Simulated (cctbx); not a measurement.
**Accept or mend?**

Cell a = 4.5570 Å, b = 8.9510 Å, c = 9.1870 Å, α = 90.00°, β = 90.00°, γ = 90.00°; space group Pmmm (no. 47). The compound is Sr2Nd2Co4S11.

Simulated single-crystal data (cctbx): synchrotron X-rays, λ = 0.6889 Å, to d = 0.8 Å, 70 % of the full sphere, strongest reflection 70000 counts, noise from counting, a 3 % proportional error and a noise floor of 2 counts (s.d.); no absorption, and some extinction, which the refinements don't model.

An anisotropic refinement with weights 1/σ² prints:

```text
Rint 0.024, 489 unique reflections to 0.80 A
cycle     R1     wR2    GooF  max shift (A)
   1  0.0925  0.2746  11.774   0.00879
   2  0.0462  0.1563   6.699   0.00020
final R1 0.0463 wR2 0.1562 GooF 6.698  parameters 39  data/parameter 12.5
atom        x        y        z      Ueq    occ   su(xyz)  su(Uiso or U11)
Nd1    0.50000  0.50000  0.27310   0.0053  1.000  0.00012  0.0007
Sr1    0.50000  0.00000  0.24866   0.0067  1.000  0.00019  0.0010
Co1    0.00000  0.25268  0.00000   0.0130  1.000  0.00028  0.0017
Co2    0.00000  0.25064  0.50000   0.0063  1.000  0.00025  0.0015
S1     0.00000  0.28412  0.76158   0.0148  1.000  0.00052  0.0020
S2     0.00000  0.00000  0.50000   0.0107  1.000  0.00000  0.0029
S3     0.00000  0.00000  0.00000   0.0199  1.000  0.00000  0.0036
S4     0.50000  0.31078  0.00000   0.0047  1.000  0.00048  0.0019
Cr1    0.50000  0.26844  0.50000   0.0376  1.000  0.00057  0.0027
S5     0.00000  0.50000  0.50000   0.0137  1.000  0.00000  0.0033
difference map: max 3.92 min -4.55 rms 0.48
Q1    0.5000  0.5000  0.2789    2    4.09  0.05 A from Nd1
Q2    0.5000  0.0000  0.2669    2    2.71  0.17 A from Sr1
Q3    0.0000  0.2500  0.0000    2    2.04  0.02 A from Co1
Q4    0.5000  0.3570  0.0000    2    1.51  0.41 A from S4
Q5    0.0000  0.2444  0.5000    2    1.48  0.06 A from Co2
Q6    0.0000  0.2819  0.2021    4    1.33  0.33 A from S1
```

Q: Accept it or mend it, and why?

Mend it. The fault: wrong element: Cr1 is S. Against the right model at the same level, R1 goes from 0.0099 to 0.0463 and GooF from 0.95 to 6.70, U of Cr1 swells from 0.0160 to 0.0376 Å², U of Nd1 shrinks from 0.0081 to 0.0053 Å², the top difference peak, 4.1 e/Å³, lies on Nd1 and a hole of -4.5 e/Å³ opens. Cr1 has 8 electrons too many and its U swells to shed them, as expected.

The compound is Sr2Nd2Co4S11. The right model at the same level gives:

```text
Rint 0.024, 489 unique reflections to 0.80 A
cycle     R1     wR2    GooF  max shift (A)
   1  0.0193  0.0511   2.189   0.00171
   2  0.0099  0.0222   0.953   0.00000
final R1 0.0099 wR2 0.0222 GooF 0.953  parameters 39  data/parameter 12.5
atom        x        y        z      Ueq    occ   su(xyz)  su(Uiso or U11)
Nd1    0.50000  0.50000  0.27312   0.0081  1.000  0.00002  0.0001
Sr1    0.50000  0.00000  0.24898   0.0093  1.000  0.00003  0.0001
Co1    0.00000  0.25259  0.00000   0.0155  1.000  0.00004  0.0002
Co2    0.00000  0.25061  0.50000   0.0094  1.000  0.00004  0.0002
S1     0.00000  0.28410  0.76248   0.0181  1.000  0.00007  0.0003
S2     0.00000  0.00000  0.50000   0.0142  1.000  0.00000  0.0004
S3     0.00000  0.00000  0.00000   0.0232  1.000  0.00000  0.0005
S4     0.50000  0.31146  0.00000   0.0086  1.000  0.00007  0.0003
S5     0.50000  0.26864  0.50000   0.0160  1.000  0.00008  0.0004
S6     0.00000  0.50000  0.50000   0.0180  1.000  0.00000  0.0005
difference map: max 0.28 min -0.41 rms 0.09
Q1    0.0000  0.3386  0.3632    4    0.28  1.25 A from S1
Q2    0.5000  0.0000  0.3971    2    0.28  1.36 A from Sr1
Q3    0.0000  0.4496  0.3369    4    0.28  1.56 A from S6
Q4    0.5000  0.1318  0.1166    4    0.27  1.69 A from Sr1
Q5    0.0000  0.1339  0.1387    4    0.27  1.62 A from S1
Q6    0.2257  0.5000  0.2904    4    0.26  1.26 A from Nd1
```

Isotropic U is held between 0.0001 and 1 Å² by the program, and listed peak heights are interpolated, so they can pass the grid's maximum.

The model is made up (kin elements in a known structure type, no relaxation), so it says nothing on whether the phase exists.

[Middle refinement cycles are left out of these outputs.]

[Logs are printed without paths, hosts, clocks, repeated set-up lines and the standing remarks that a program may print on its own settings, such as how far it seeks lower states.]
